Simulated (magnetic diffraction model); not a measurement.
**SrTi₂Co₃: the ordered moment from one line**

Space group P6_3/mmc (no. 194), a = 4.0100 Å, c = 14.0310 Å.

```
site  atom    x    y       z
  2b    Sr    0    0     1/4
  4f    Co  2/3  1/3  0.5730
  2a    Co    0    0       0
  4f    Ti  1/3  2/3  0.9028
```

The compound is invented for this exercise: a known structure type with other elements, its cell scaled to their sizes and not relaxed.

Only Co is taken to order (form factors of Co2+); orders and moment sizes are assumed, and not adapted to the symmetry. Radiation: neutrons of λ = 1.909 Å, 5° to 70°; isotropic B of 0.41 Å² (Sr), 0.35 Å² (Co) and 0.43 Å² (Ti). Simulated constant-wavelength pattern: nuclear and magnetic terms add, the magnetic one as |2.695 fm × Σ f S⊥ exp(2πi Q·r) exp(−B s²)|², summed over all Q at one angle with the factor 1/(sin²θ cos θ). For collinear order S is the moment m, which repeats by lattice and centring translations R with the sign exp(−2πi k·R). Free-ion form factors, Sears's scattering lengths of 1992, no absorption; a label names one of the reflections at its angle. The strongest nuclear line in the range is 100, and lines under 0.2 are left out.

In a first state the assumed order is k = (0 0 0), collinear moments along [100], 2.02 μB on Co; signs + at (2/3, 1/3, 0.5730), + at (1/3, 2/3, 0.0730), − at (2/3, 1/3, 0.9270), + at (1/3, 2/3, 0.4270), + at (0, 0, 0), − at (0, 0, 1/2), with this pattern:

| 2θ (°) | index | nuclear | magnetic |
| --- | --- | --- | --- |
| 7.80 | (0 0 1) | 0.0 | 24.4 |
| 15.64 | (0 0 2) | 15.2 | 27.7 |
| 23.55 | (0 0 3) | 0.0 | 17.9 |
| 31.58 | (0 0 4) | 47.3 | 5.4 |
| 31.91 | (1 0 0) | 83.9 | 7.9 |
| 32.90 | (1 0 1) | 41.0 | 44.8 |
| 35.72 | (1 0 2) | 29.4 | 14.1 |
| 39.77 | (0 0 5) | 0.0 | 9.7 |
| 40.04 | (1 0 3) | 100.0 | 25.5 |
| 45.51 | (1 0 4) | 45.1 | 8.8 |
| 48.18 | (0 0 6) | 1.2 | 1.6 |
| 51.87 | (1 0 5) | 9.0 | 8.4 |
| 56.86 | (1 1 0) | 15.8 | 1.4 |
| 56.87 | (0 0 7) | 0.0 | 3.8 |
| 57.49 | (1 1 1) | 0.0 | 0.6 |
| 58.95 | (1 0 6) | 13.7 | 4.3 |
(The table stops after 16 lines; 8 more lie at higher angle.)

**Question.** Nearer the ordering temperature the line at 32.90° has total intensity 45.1 on the same scale, and all moments have shrunk alike. How large is the Co moment?

The nuclear part, 41.0, stays, so the magnetic part is 4.1 against 44.8. It goes as m², so m = 2.02 × √(4.1/44.8) = 0.61 μB; the value used was 0.61 μB.

[Logs are printed without paths, hosts, clocks, repeated set-up lines and the standing remarks that a program may print on its own settings, such as how far it seeks lower states.]
